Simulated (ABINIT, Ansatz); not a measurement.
**Converging GW for KCaCl3 (Pm-3m) in ABINIT**

What does each rung of G0W0 on KCaCl3 (Pm-3m) cost, and what does it buy?

Program: ABINIT 10.8.3. Level of theory: PBEsol and many-body steps on it, plane waves. Results are calculated unless marked as measured.

## Step 1: Set-up

It takes space group Pm-3m (No. 221, cubic). Conventional cell: a = 5.394 Å, b = 5.394 Å, c = 5.394 Å, α = 90.00°, β = 90.00°, γ = 90.00°. Nearest to K lie 12 Cl at 3.81 Å. Nearest to Ca lie 6 Cl at 2.70 Å. Nearest to Cl lie 2 Ca at 2.70 Å and 4 K at 3.81 Å. Farther neighbours and most contacts between anions are not listed.

Coordinates:

```cif
data_structure
_symmetry_space_group_name_H-M 'Pm-3m'
_symmetry_Int_Tables_number 221
_cell_length_a 5.3935
_cell_length_b 5.3935
_cell_length_c 5.3935
_cell_angle_alpha 90.000
_cell_angle_beta 90.000
_cell_angle_gamma 90.000
_cell_volume 156.90
loop_
_atom_site_label
_atom_site_type_symbol
_atom_site_symmetry_multiplicity
_atom_site_Wyckoff_symbol
_atom_site_fract_x
_atom_site_fract_y
_atom_site_fract_z
_atom_site_occupancy
K1 K 1 a 0.00000 0.00000 0.00000 1
Ca1 Ca 1 b 0.50000 0.50000 0.50000 1
Cl1 Cl 3 c 0.00000 0.50000 0.50000 1
```

The cell and positions are those that the Materials Project relaxed with its own functionals (PBE, PBE+U or r2SCAN), kept fixed.

## Step 2: Empty states on the mesh, 2×2×2 mesh, 300 bands

This step: ABINIT 10.8.3; DFT, PBEsol, plane waves, norm-conserving pseudopotentials.

The sums over transitions need many empty states on a uniform mesh; this step solves for them.

The input, run.abi:

```
acell 3*1.0 Angstrom
rprim 
  5.393523000000 0.000000000000 0.000000000000
  0.000000000000 5.393523000000 0.000000000000
  0.000000000000 0.000000000000 5.393523000000
ntypat 3
znucl 19 20 17
natom 5
typat 1 2 3 3 3
xred 
  0.000000000000 0.000000000000 0.000000000000
  0.500000000000 0.500000000000 0.500000000000
  0.000000000000 0.500000000000 0.500000000000
  0.500000000000 0.000000000000 0.500000000000
  0.500000000000 0.500000000000 0.000000000000
pp_dirpath "pseudos"
pseudos "K.upf, Ca.upf, Cl.upf"
ecut 33
ngkpt 2 2 2
nshiftk 1
shiftk 0 0 0
kptopt 1
chksymbreak 0
iscf -2
irdden 1
istwfk *1
nband 300
nbdbuf 26
tolwfr 1e-09
nstep 60
prtvol 0
indata_prefix "in"
outdata_prefix "out"
tmpdata_prefix "tmp"
```

Command:

```sh
OMP_NUM_THREADS=1 mpirun -n 4 abinit run.abi > log
```

Numbers of over 12 decimals in the logs are rounded to 6 here.

What it wrote:

```text
.Version 10.8.3 of ABINIT. v10.8.2 released Aug 2026.

 Symmetries : space group Pm -3 m (#221); Bravais cP (primitive cubic)
[... echo of the input left out ...]
== DATASET  1 ==================================================================
-   mpi_nproc: 4, omp_nthreads: 1 (-1 if OMP is not activated)

--- !DatasetInfo
iteration_state: {dtset: 1, }
dimensions: {natom: 5, nkpt: 4, mband: 300, nsppol: 1, nspinor: 1, nspden: 1, mpw: 9627, }
cutoff_energies: {ecut:  33.0, pawecutdg:  -1.0, }
[...]
2.87360    2.87762    2.87762    2.88919    2.89514    2.89514    2.89514    2.93506
   2.93506    2.93506    2.94290    2.94290    2.94290    3.01049    3.01178    3.01373
   3.02041    3.02271    3.02733    3.03034
 prteigrs : prtvol=0 or 1, do not print more k-points.

== END DATASET(S) ==============================================================
================================================================================

 -outvars: echo values of variables after computation  --------
            nband         300
             nkpt           4
          spgroup         221
 [... the other variables as echoed above ...]

 Calculation completed.
```

The job ended after 4 min (4 MPI ranks of Arm Neoverse N1, shared host; peak memory 0.55 GiB).

Numbers from this step:

```
gap                                                           : 4.647 eV
k of the valence top                                          : 0.5, 0.5, 0.5
k of the conduction bottom                                    : 0, 0, 0
least direct gap                                              : 4.936 eV
k points computed                                             : 4
lowest point of the top converged band, above the valence top : 74.1369 eV
```

On this mesh the gap is 4.647 eV.

The density comes from a self-consistent run that is not shown.

## Step 3: Screening, 2×2×2 mesh, 51 bands, screening to 62.6 eV

The RPA dielectric matrix is built and inverted for each q.

This step: RPA screening on PBEsol, plane waves, norm-conserving pseudopotentials.

Edit run.abi of step 2 so:

```diff
@@ -23,10 +23,11 @@
 chksymbreak 0
-iscf -2
-irdden 1
 istwfk *1
-nband 300
-nbdbuf 26
-tolwfr 1e-09
-nstep 60
-prtvol 0
+occopt 1
+irdwfk 1
+optdriver 3
+nband 51
+ecuteps 2.3
+inclvkb 2
+awtr 1
+symchi 1
 indata_prefix "in"
```

What it wrote:

```text
.Version 10.8.3 of ABINIT. v10.8.2 released Aug 2026.

 Symmetries : space group Pm -3 m (#221); Bravais cP (primitive cubic)
[... echo of the input left out ...]
== DATASET  1 ==================================================================
-   mpi_nproc: 4, omp_nthreads: 1 (-1 if OMP is not activated)

--- !DatasetInfo
iteration_state: {dtset: 1, }
dimensions: {natom: 5, nkpt: 4, mband: 51, nsppol: 1, nspinor: 1, nspden: 1, mpw: 9627, }
cutoff_energies: {ecut:  33.0, pawecutdg:  -1.0, }
electrons: {nelect:   4.00000000E+01, charge:   0.00000000E+00, occopt:   1.00000000E+00, tsmear:   1.00000000E-02, }

 SCREENING: Calculation of the susceptibility and dielectric matrices

 Based on a program developped by R.W. Godby, V. Olevano, G. Onida, and L. Reining.
 Incorporated in ABINIT by V. Olevano, G.-M. Rignanese, and M. Torrent.
.Using double precision arithmetic ; gwpc =  8

[... cell and pseudopotentials left out ...]
--------------------------------------------------------------------------------

 ==== K-mesh for the wavefunctions ====
 Number of points in the irreducible wedge :     4
[... list of points left out ...]
 Together with 48 symmetry operations and time-reversal symmetry
 yields     8 points in the full Brillouin Zone.

 ==== Q-mesh for the screening function ====
 Number of points in the irreducible wedge :     4
[... list of points left out ...]
 Together with 48 symmetry operations and time-reversal symmetry
 yields     8 points in the full Brillouin Zone.

 setmesh: FFT mesh size selected  =    36x   36x   36
          total number of points  =        46656

 vcoul_init : cutoff-mode = AUXILIARY_FUNCTION
 q-points for optical limit:   1
     1)      0.000010    0.000020    0.000030

- screening: taking advantage of time-reversal symmetry
- Maximum band index for partially occupied states nbvw = 20
- Remaining bands to be divided among processors   nbcw = 31
- Number of bands treated by each node ~7

 Number of electrons calculated from density =   40.0000; Expected =   40.0000
 average of density, n =  0.037779
 r_s =    1.8488
 omega_plasma =   18.7490 [eV]

 calculating chi0 at frequencies [eV] :
  1    0.000000E+00    0.000000E+00
  2    0.000000E+00    1.874902E+01

--------------------------------------------------------------------------------
  q-point number  1        q = ( 0.000000, 0.000000, 0.000000) [r.l.u.]
--------------------------------------------------------------------------------
[... chi0 elements left out ...]
 For q-point:  0.000010 0.000020 0.000030
  dielectric constant =   2.5368
  dielectric constant without local fields =   2.9354

  Average fulfillment of the sum rule on Im[epsilon] for q-point    1 :     35.90  [%]
[... wings left out ...]
  q-point number  2        q = ( 0.500000, 0.000000, 0.000000) [r.l.u.]
--------------------------------------------------------------------------------
[... chi0 elements left out ...]
  Average fulfillment of the sum rule on Im[epsilon] for q-point    2 :     47.58  [%]

 [... 2 further q-points ...]
```

Run time: 17 s. Hardware: 4 MPI ranks; peak memory 0.96 GiB; 66 s of CPU time.

This step gave:

- ε∞ with local fields, on this mesh, along the program's q direction: 2.537
- the same without local fields: 2.935
- plasma frequency: 18.75 eV
- plane waves in the screening matrix: 179

Local fields lower ε∞ by 14 %. On a Γ-centred mesh this coarse the value itself is usually too large, while a short band sum pulls it down.

## Step 4: 51 bands, 62.6 eV

The self-energy is evaluated for the states that the input lists, and the levels follow from it, in one-shot runs by the linearised quasiparticle equation.

This step: G0W0 on PBEsol, plane waves, norm-conserving pseudopotentials.

Edit run.abi of step 3 so:

```diff
@@ -26,8 +26,17 @@
 irdwfk 1
-optdriver 3
+optdriver 4
 nband 51
+gwcalctyp 0
+ecutsigx 33
+symsigma 1
+nkptgw 2
+kptgw 
+  0.5000000000 0.5000000000 0.5000000000
+  0.0000000000 0.0000000000 0.0000000000
+bdgw 
+  18 24
+  18 24
 ecuteps 2.3
-inclvkb 2
-awtr 1
-symchi 1
+irdscr 1
+ppmodel 1
 indata_prefix "in"
```

What it wrote:

```text
.Version 10.8.3 of ABINIT. v10.8.2 released Aug 2026.

 Symmetries : space group Pm -3 m (#221); Bravais cP (primitive cubic)
[... echo of the input left out ...]
== DATASET  1 ==================================================================
-   mpi_nproc: 4, omp_nthreads: 1 (-1 if OMP is not activated)

--- !DatasetInfo
iteration_state: {dtset: 1, }
dimensions: {natom: 5, nkpt: 4, mband: 51, nsppol: 1, nspinor: 1, nspden: 1, mpw: 9627, }
cutoff_energies: {ecut:  33.0, pawecutdg:  -1.0, }
electrons: {nelect:   4.00000000E+01, charge:   0.00000000E+00, occopt:   1.00000000E+00, tsmear:   1.00000000E-02, }

 SIGMA: Calculation of the GW corrections

 Based on a program developped by R.W. Godby, V. Olevano, G. Onida, and L. Reining.
 Incorporated in ABINIT by V. Olevano, G.-M. Rignanese, and M. Torrent.
.Using double precision arithmetic ; gwpc =  8

[... cell and pseudopotentials left out ...]
--------------------------------------------------------------------------------

 ==== K-mesh for the wavefunctions ====
 Number of points in the irreducible wedge :     4
[... list of points left out ...]
 Together with 48 symmetry operations and time-reversal symmetry
 yields     8 points in the full Brillouin Zone.

 ==== Q-mesh for screening function ====
 Number of points in the irreducible wedge :     4
[... list of points left out ...]
 Together with 48 symmetry operations and time-reversal symmetry
 yields     8 points in the full Brillouin Zone.

 vcoul_init : cutoff-mode = AUXILIARY_FUNCTION
 q-points for optical limit:   1
     1)      0.000010    0.000020    0.000030
 setmesh: FFT mesh size selected  =    54x   54x   54
          total number of points  =       157464

 Number of electrons calculated from density =   40.0000; Expected =   40.0000
 average of density, n =  0.037779
 r_s =    1.8488
 omega_plasma =   18.7490 [eV]

 === KS Band Gaps ===
  >>>> For spin  1
   Minimum direct gap =   4.9356 [eV], located at k-point      :   0.0000  0.0000  0.0000
   Fundamental gap    =   4.6466 [eV], Top of valence bands at :   0.5000  0.5000  0.5000
                                       Bottom of conduction at :   0.0000  0.0000  0.0000
 SIGMA fundamental parameters:
 PLASMON POLE MODEL  1
 number of plane-waves for SigmaX                 9627
 number of plane-waves for SigmaC and W            179
 number of plane-waves for wavefunctions          9627
 number of bands                                    51
 number of independent spin polarizations            1
 number of spinorial components                      1
 number of k-points in IBZ                           4
 number of q-points in IBZ                           4
 number of symmetry operations                      48
 number of k-points in BZ                            8
 number of q-points in BZ                            8
 number of frequencies for dSigma/dE                 9
 frequency step for dSigma/dE [eV]                0.25
 number of omega for Sigma on real axis              0
 max omega for Sigma on real axis  [eV]           0.00
 zcut for avoiding poles [eV]                     0.10

 EPSILON^-1 parameters (SCR file):
 dimension of the eps^-1 matrix on file            179
 dimension of the eps^-1 matrix used               179
 number of plane-waves for wavefunctions          9627
 number of bands                                    51
 number of q-points in IBZ                           4
 number of frequencies                               2
 number of real frequencies                          1
 number of imag frequencies                          1

 matrix elements of self-energy operator (all in [eV])

 Perturbative Calculation

--- !SelfEnergy_ee
iteration_state: {dtset: 1, }
kpoint     : [   0.500,    0.500,    0.500, ]
spin       : 1
KS_gap     :    6.260
QP_gap     :    8.817
Delta_QP_KS:    2.557
data: !SigmaeeData |
     Band     E0 <VxcDFT>   SigX SigC(E0)      Z dSigC/dE  Sig(E)    E-E0       E
       18  -0.113 -14.235 -18.503   3.074   0.816  -0.225 -15.209  -0.975  -1.088
       19  -0.113 -14.235 -18.503   3.074   0.816  -0.225 -15.209  -0.975  -1.088
       20  -0.113 -14.235 -18.503   3.074   0.816  -0.225 -15.209  -0.975  -1.088
       21   6.148  -6.512  -2.560  -2.157   0.881  -0.134  -4.929   1.582   7.730
       22   7.151  -8.334  -3.719  -2.078   0.877  -0.140  -6.110   2.224   9.375
       23   7.151  -8.334  -3.719  -2.078   0.877  -0.140  -6.110   2.224   9.375
[...]
--- !SelfEnergy_ee
iteration_state: {dtset: 1, }
kpoint     : [   0.000,    0.000,    0.000, ]
spin       : 1
KS_gap     :    4.936
QP_gap     :    7.315
Delta_QP_KS:    2.379
data: !SigmaeeData |
     Band     E0 <VxcDFT>   SigX SigC(E0)      Z dSigC/dE  Sig(E)    E-E0       E
[...]
22   5.431 -11.616  -5.726  -2.447   0.851  -0.175  -8.684   2.932   8.363
       23   5.431 -11.616  -5.726  -2.447   0.851  -0.175  -8.684   2.932   8.363
       24   5.431 -11.616  -5.726  -2.447   0.851  -0.175  -8.684   2.932   8.363

== END DATASET(S) ==============================================================
================================================================================

 -outvars: echo values of variables after computation  --------
           etotal      0.0000000000E+00
            nband          51
             nkpt           4
          spgroup         221
 [... the other variables as echoed above ...]

 Calculation completed.
```

Run time: 9.3 s. Hardware: 4 MPI ranks; peak memory 1.1 GiB.

Numbers from this step:

```
G0W0 gap on the points computed              : 6.998 eV
starting gap on the mesh                     : 4.647 eV
k of the valence top                         : 0.5, 0.5, 0.5
k of the conduction bottom                   : 0, 0, 0
Z at the valence top                         : 0.816
Z at the conduction bottom                   : 0.878
least direct G0W0 gap on the computed points : 7.315 eV
```

The gap on the mesh goes from 4.65 eV to 7.00 eV, a correction of +2.35 eV.

## Step 5: Screening, 2×2×2 mesh, 123 bands, screening to 114.3 eV

This step: RPA screening on PBEsol, plane waves, norm-conserving pseudopotentials.

Edit run.abi of step 4 so:

```diff
@@ -26,17 +26,8 @@
 irdwfk 1
-optdriver 4
-nband 51
-gwcalctyp 0
-ecutsigx 33
-symsigma 1
-nkptgw 2
-kptgw 
-  0.5000000000 0.5000000000 0.5000000000
-  0.0000000000 0.0000000000 0.0000000000
-bdgw 
-  18 24
-  18 24
-ecuteps 2.3
-irdscr 1
-ppmodel 1
+optdriver 3
+nband 123
+ecuteps 4.2
+inclvkb 2
+awtr 1
+symchi 1
 indata_prefix "in"
```

What it wrote:

```text
.Version 10.8.3 of ABINIT. v10.8.2 released Aug 2026.

 Symmetries : space group Pm -3 m (#221); Bravais cP (primitive cubic)
[... echo of the input left out ...]
== DATASET  1 ==================================================================
-   mpi_nproc: 4, omp_nthreads: 1 (-1 if OMP is not activated)

--- !DatasetInfo
iteration_state: {dtset: 1, }
dimensions: {natom: 5, nkpt: 4, mband: 123, nsppol: 1, nspinor: 1, nspden: 1, mpw: 9627, }
cutoff_energies: {ecut:  33.0, pawecutdg:  -1.0, }
electrons: {nelect:   4.00000000E+01, charge:   0.00000000E+00, occopt:   1.00000000E+00, tsmear:   1.00000000E-02, }

 SCREENING: Calculation of the susceptibility and dielectric matrices

 Based on a program developped by R.W. Godby, V. Olevano, G. Onida, and L. Reining.
 Incorporated in ABINIT by V. Olevano, G.-M. Rignanese, and M. Torrent.
.Using double precision arithmetic ; gwpc =  8

[... cell and pseudopotentials left out ...]
--------------------------------------------------------------------------------

 ==== K-mesh for the wavefunctions ====
 Number of points in the irreducible wedge :     4
[... list of points left out ...]
 Together with 48 symmetry operations and time-reversal symmetry
 yields     8 points in the full Brillouin Zone.

 ==== Q-mesh for the screening function ====
 Number of points in the irreducible wedge :     4
[... list of points left out ...]
 Together with 48 symmetry operations and time-reversal symmetry
 yields     8 points in the full Brillouin Zone.

 setmesh: FFT mesh size selected  =    36x   36x   36
          total number of points  =        46656

 vcoul_init : cutoff-mode = AUXILIARY_FUNCTION
 q-points for optical limit:   1
     1)      0.000010    0.000020    0.000030

- screening: taking advantage of time-reversal symmetry
- Maximum band index for partially occupied states nbvw = 20
- Remaining bands to be divided among processors   nbcw = 103
- Number of bands treated by each node ~25

 Number of electrons calculated from density =   40.0000; Expected =   40.0000
 average of density, n =  0.037779
 r_s =    1.8488
 omega_plasma =   18.7490 [eV]

 calculating chi0 at frequencies [eV] :
  1    0.000000E+00    0.000000E+00
  2    0.000000E+00    1.874902E+01

--------------------------------------------------------------------------------
  q-point number  1        q = ( 0.000000, 0.000000, 0.000000) [r.l.u.]
--------------------------------------------------------------------------------
[... chi0 elements left out ...]
 For q-point:  0.000010 0.000020 0.000030
  dielectric constant =   2.5479
  dielectric constant without local fields =   2.9960

  Average fulfillment of the sum rule on Im[epsilon] for q-point    1 :     58.77  [%]
[... wings left out ...]
  q-point number  2        q = ( 0.500000, 0.000000, 0.000000) [r.l.u.]
--------------------------------------------------------------------------------
[... chi0 elements left out ...]
  Average fulfillment of the sum rule on Im[epsilon] for q-point    2 :     65.01  [%]

 [... 2 further q-points ...]
```

Elapsed: 49 s, on 4 MPI ranks; peak memory 1.2 GiB; 3.2 min of CPU time.

Numbers from this step:

```
ε∞ with local fields, on this mesh, along the program's q direction : 2.548
the same without local fields                                       : 2.996
plasma frequency                                                    : 18.75 eV
plane waves in the screening matrix                                 : 461
```

(Continued in part 2 of 2.)

[Paths, hosts, dates, memory and timing lines, banners, echoed tables and standing remarks are left out of the program output.]

[Logs are printed without paths, hosts, clocks, repeated set-up lines and the standing remarks that a program may print on its own settings, such as how far it seeks lower states.]

[Runs of the session that timed out or met a known fault of the program may be left out.]

[Hosts, paths, dates, database ids (printed as entryN), source tags and the programs' standing remarks are cut or masked in the printed files.]

[G0W0 gaps are taken among the corrected bands and points alone; a level outside them can change the order at an edge.]

[Where Ansatz stands beside ABINIT at settings called matched, ABINIT's density can come from a denser mesh and the files from another edition; pairs whose starting gaps differed by over 0.03 eV were left out, so agreement reads better than it is.]
